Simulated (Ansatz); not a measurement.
# Starting-point dependence of the GW gap of LaCuSeO (P4/nmm), part 2 of 2

One-shot GW is not self-consistent; how far does the start matter for LaCuSeO (P4/nmm)?

Ansatz 0.2.0; G0W0 on several functionals, plane waves, PAW. Known limits of the many-body steps: not at the basis limit; f levels unsure; d shell near the gap, gap tends to lie low; no spin-orbit coupling; coarse k mesh.

So far. Step 2 (G0W0 on LDA): The gap on the mesh goes from 1.41 eV to 2.33 eV, a correction of +0.92 eV. Between the two edge states, bare exchange in place of the xc potential would open the gap by 9.54 eV, and correlation takes back 8.62 eV.

In doubt: one-shot GW on d or f shells is unsure, so the values of those runs are not to be relied on; masses and optical values from hybrid runs of this build are listed as unsure (step 4), which bears on the screening that GW takes from such a start.

## Step 3: G0W0 on r2SCAN

The same correction from a different start measures what one shot leaves open.

This step: G0W0 on r2SCAN, plane waves, PAW; PAW set soft_1.

Input file input.yaml:

```yaml
crystal:
  lattice:
    - [4.06712, 0.0, 0.0]
    - [0.0, 4.06712, 0.0]
    - [0.0, 0.0, 8.7975]
  atoms:
    - { symbol: La, position: [0.5, 0.0, 0.1398] }
    - { symbol: La, position: [0.0, 0.5, 0.8602] }
    - { symbol: Cu, position: [0.5, 0.5, 0.5] }
    - { symbol: Cu, position: [0.0, 0.0, 0.5] }
    - { symbol: Se, position: [0.5, 0.0, 0.6698] }
    - { symbol: Se, position: [0.0, 0.5, 0.3302] }
    - { symbol: O, position: [0.5, 0.5, 0.0] }
    - { symbol: O, position: [0.0, 0.0, 0.0] }
kpoints:
  mp_grid: { grid: [4, 4, 2] }
hamiltonian:
  xc: r2scan
  pseudopotentials: { kind: paw, azcp: { folder: soft_1 } }
scf:
  occupations: { method: fixed }
gw:
  n_empty_bands: 434
  ecut_chi: 120
  qp_bands: [v2, c2]
  qp_kpoints: band_edges
  screening: { model: contour_deformation }
```

Command:

```
> ansatz run input.yaml --threads 2 --pin off --max-ram 92160MiB --backend cuda --events-out ev --progress --plain --runs-dir out --devices 1 --max-vram 13GiB
```

Numbers of over 12 decimals in the logs are rounded to 6 here.

The log of the run:

```text
GPUs: using 1 of 1 available (devices: 1).
[...]
GPU FFT provider: cuFFT
GPU libraries: cuBLAS 13.8.2, cuFFT 12.4.0, cuSOLVER 12.3.4
Crystal: 8 atoms, lattice volume = 145.524 Å³
Basis set: ecut = 500 eV, 3729 PW (Γ), exchange–correlation on 120×120×288 points (64 copies of the dense FFT grid, shifted against one another)
Bands: 63, of which v1, the nominal top of the filled ones, is band 52 counted from 1 (51 counted from 0)
Symmetry: 16 space group operations
[...]
k-points: 12 of 32
[...]
GPU buffer pool allocated for 64800 grid points (all kernels)
[...]
SCF iter   1: F=—  HF=-37898.363892 eV  |F-HF|=—  |Δ(HF+E_count)|=         —  Δρ=4.88e-2  dr2=3.72e0  dr2_τ=6.30e-2  ethr=3.10e-3  ⟨swp⟩=5.1  Hψ=2365  notcnv=0  defer=47
[...]
SCF iter  12: F=-37898.241108 eV  HF=-37898.241108 eV  |F-HF|=1.99e-9  |Δ(HF+E_count)|=   1.73e-8  Δρ=1.97e-6  dr2=4.94e-9  dr2_τ=1.84e-10  ethr=6.75e-11  ⟨swp⟩=3.4  Hψ=1590  notcnv=0
SCF 1 converged in 12 iterations: F = -37898.241108 eV  dr2 = 4.94e-9
[...]
NSCF: frozen V_eff on 12 k-points
[...]
G₀W₀ screening: q 1/12
[... further progress lines ...]
SCF converged after 12 iterations
Free energy (F): -37898.241108 eV
[...]
Internal energy: -37898.241108 eV  (E = F + TS)
E sigma→0 (E₀):  -37898.241108 eV
Fermi energy:    11.608830 eV
[...]
--- Band table (eV; the first three rows and the last of 12) ---
  k-point 0: bands = [... 48 lower, 10.3046, 11.0790, 11.6088, 11.6088, 13.4986, 13.6478, 14.0498, 14.1650, ... 7 higher]
  k-point 1: bands = [... 48 lower, 10.3046, 10.6447, 11.5049, 11.5049, 13.5944, 13.9681, 14.1311, 14.1753, ... 7 higher]
  k-point 2: bands = [... 48 lower, 10.5616, 10.8674, 10.9502, 11.3855, 14.0500, 14.0553, 14.5997, 14.8464, ... 7 higher]
  k-point 11: bands = [... 48 lower, 9.7705, 9.7705, 10.4375, 10.4375, 14.5204, 14.5204, 14.8694, 14.8694, ... 7 higher]
[...]
0    51     11.6088   -32.4169     4.5890   -27.7032  0.7349    11.4839    11.4841  root
     0    52     11.6088   -32.4169     4.5890   -27.7032  0.7349    11.4839    11.4841  root
     0    53     13.4986   -12.7987    -4.3969   -18.1643  0.7781    14.4829    14.4672  root
     0    54     13.6478    -9.0479    -4.1813   -13.4744  0.8001    13.8938    13.8931  root
     1    51     11.5049   -32.6501     4.6513   -27.8746  0.7322    11.3804    11.3807  root
     1    52     11.5049   -32.6501     4.6513   -27.8746  0.7322    11.3804    11.3807  root
     1    53     13.5944   -10.0253    -5.2182   -16.3388  0.7817    14.7133    14.6899  root
     1    54     13.9681   -14.6991    -5.2380   -21.4659  0.7613    15.5536    15.4970  root
[...]
11    51     10.4375   -45.5078     8.3380   -37.1319  0.6674    10.3995    10.3996  root
    11    52     10.4375   -45.5078     8.3380   -37.1319  0.6674    10.3995    10.3996  root
    11    53     14.5204   -14.2397    -4.9509   -20.4065  0.7624    15.7709    15.7364  root
    11    54     14.5204   -14.2397    -4.9509   -20.4065  0.7624    15.7709    15.7364  root
```

Wall time 33 s (1 × NVIDIA H100 80GB HBM3 (shared by 6 runs) with 2 threads of AMD EPYC 7R13 (Zen 3), shared host); peak memory 2.1 GiB.

Numbers from this step:

* bands summed: 486
* RPA ε∞ on this mesh (eigenvalues): 6.007, 7.587, 7.587
* plane waves in the screening matrix: 427
* q-points in the mesh: 32
* G0W0 gap on the mesh: 2.409 eV
* k of the valence top: 0, 0, 0
* k of the conduction bottom: 0, 0, 0
* starting gap on the mesh: 1.890 eV
* Z at the valence top: 0.7349
* Z at the conduction bottom: 0.8001
* least direct G0W0 gap on the computed points: 2.409 eV

Against the run with 4×4×2 mesh, 434 empty bands, screening to 120 eV, PAW set soft_1 files on LDA, the gap moves by +0.08 eV, while the start moved by +0.48 eV.

## Step 4: G0W0 on HSE06

This step: G0W0 on HSE06, plane waves, PAW; PAW set soft_1.

Edit input.yaml of step 3 so:

```diff
@@ -17,3 +17,3 @@
 hamiltonian:
-  xc: r2scan
+  xc: hse06
   pseudopotentials: { kind: paw, azcp: { folder: soft_1 } }
```

The log of the run:

```text
GPUs: using 1 of 1 available (devices: 1).
[...]
davidson cushion auto → on  (no smearing: the cushion is to keep the highest requested band from converging to the state above it; pin scf.eigensolver.cushion to override)
[...]
GPU FFT provider: cuFFT
GPU libraries: cuBLAS 13.8.2, cuFFT 12.4.0, cuSOLVER 12.3.4
Crystal: 8 atoms, lattice volume = 145.524 Å³
Basis set: ecut = 420 eV, 2837 PW (Γ)
[...]
1    53     13.9014    -7.8619    -4.3313   -12.6167  0.8187    14.3267    14.3249  root
     1    54     14.1661   -11.7897    -3.3321   -15.3952  0.8112    14.4402    14.4395  root
[...]
11    51      9.2422   -44.0211     7.3045   -37.5110  0.7126    10.0258    10.0367  root
    11    52      9.2422   -44.0211     7.3045   -37.5110  0.7126    10.0258    10.0367  root
    11    53     14.7352   -11.6617    -3.5877   -15.5976  0.8086    15.0846    15.0834  root
    11    54     14.7352   -11.6617    -3.5877   -15.5976  0.8086    15.0846    15.0834  root
[key lines of the parts left out:]
Free energy (F): -37845.689147 eV
Fermi energy:    11.017211 eV
```

Run time: 2.1 min. Hardware: 1 × NVIDIA H100 80GB HBM3 (shared by 6 runs) with 2 threads; peak memory 2.3 GiB; 2.5 min of CPU time.

This step gave:

| Quantity | Value |
| --- | --- |
| bands summed | 486 |
| RPA ε∞ on this mesh (eigenvalues) | 5.148, 6.262, 6.262 |
| plane waves in the screening matrix | 427 |
| G0W0 gap on the mesh | 2.703 eV |
| k of the valence top | 0, 0, 0 |
| k of the conduction bottom | 0, 0, 0 |
| starting gap on the mesh | 2.735 eV |
| least direct G0W0 gap on the computed points | 2.703 eV |

Against the run with 4×4×2 mesh, 434 empty bands, screening to 120 eV, PAW set soft_1 files on r2SCAN, the gap moves by +0.29 eV, while the start moved by +0.85 eV.

## Step 5: Side by side

All on the 4×4×2 mesh with 434 empty bands and screening to 120 eV. Times are wall times on 1 × NVIDIA H100 80GB HBM3 (shared by 6 runs) with 2 threads of AMD EPYC 7R13 (Zen 3), shared host, good to a factor of about two.

| start | starting gap (eV) | shift (eV) | G0W0 gap (eV) | RPA ε∞ (harmonic mean) | Z (valence, conduction) | time |
| --- | --- | --- | --- | --- | --- | --- |
| LDA | 1.41 | +0.92 | 2.33 | 8.80 | 0.73, 0.79 | 22 s |
| r2SCAN | 1.89 | +0.52 | 2.41 | 6.98 | 0.73, 0.80 | 33 s |
| HSE06 | 2.73 | −0.03 | 2.70 | 5.84 | 0.78, 0.82 | 2.1 min |

The parts of the quasiparticle energy at the two band edges (eV; QP = start + Σx + Σc − Vxc):

| run | edge | start | Σx | Σc | Vxc | Z | QP |
| --- | --- | --- | --- | --- | --- | --- | --- |
| LDA | valence top | 11.39 | -31.14 | 4.30 | -26.67 | 0.73 | 11.22 |
| LDA | conduction bottom | 12.80 | -9.43 | -4.32 | -14.49 | 0.79 | 13.55 |
| r2SCAN | valence top | 11.61 | -32.42 | 4.59 | -27.70 | 0.73 | 11.48 |
| r2SCAN | conduction bottom | 13.65 | -9.05 | -4.18 | -13.47 | 0.80 | 13.89 |
| HSE06 | valence top | 11.02 | -29.00 | 3.54 | -25.65 | 0.78 | 11.21 |
| HSE06 | conduction bottom | 13.75 | -8.62 | -4.04 | -12.83 | 0.82 | 13.92 |

For a hybrid start, Vxc holds its share of exact exchange. Where G0W0 reorders the edges (r2SCAN), the two states listed lie further apart at the start than the starting gap.

## Step 6: Summary of results

| Quantity | Value |
| --- | --- |
| G0W0@LDA | 2.33 eV (start 1.41 eV) |
| G0W0@r2SCAN | 2.41 eV (start 1.89 eV) |
| G0W0@HSE06 | 2.70 eV (start 2.73 eV) |
| known limits | not at the basis limit; f levels unsure; d shell near the gap, gap tends to lie low; no spin-orbit coupling; coarse k mesh |

In words: The starting gaps span 1.32 eV and the G0W0 gaps 0.37 eV. Between LDA and HSE06, 0.37 eV of the 1.32 eV survives, 28 %. HSE06 screens less than LDA (ε∞ 5.84 against 8.80). Of the 0.37 eV by which its G0W0 gap is higher, the correlation part gives +1.04 eV, and exchange with the one-particle terms, which follow the orbitals, −0.66 eV. The smallest correction, −0.03 eV, is on HSE06, the start nearest to reproducing itself. Bands and cutoff are finite, so the gap is not at the basis limit. The miss can reach some tenths of an eV and take either sign; the mesh is an error of its own. The 4×4×2 mesh is coarse for this cell (its supercell is 16 Å along the shortest edge). The RPA ε∞ on it, from the LDA start, is 7.20 and 9.91; such meshes misread the long-range screening, most where the gap is narrow. Empty 4f levels lie among the conduction bands. Their place in the start is unsure; it enters the screening, and the edge itself where they lie low. A d shell, filled or nearly so, lies near the gap. One-shot GW converges very slowly in bands there, not always from below, and on a semilocal start the gap tends to come out low; starts rich in exact exchange can overshoot instead. The many-body steps are scalar-relativistic: spin-orbit coupling is not in them.

[Paths, hosts, dates, memory and timing lines, banners, echoed tables and standing remarks are left out of the program output.]

[Logs are printed without paths, hosts, clocks, repeated set-up lines and the standing remarks that a program may print on its own settings, such as how far it seeks lower states.]

[Runs of the session that timed out or met a known fault of the program may be left out.]

[Cells called generated may have been cut or substituted from an entry of the Crystallography Open Database or the Materials Project.]

[Hosts, paths, dates, database ids (printed as entryN), source tags and the programs' standing remarks are cut or masked in the printed files.]
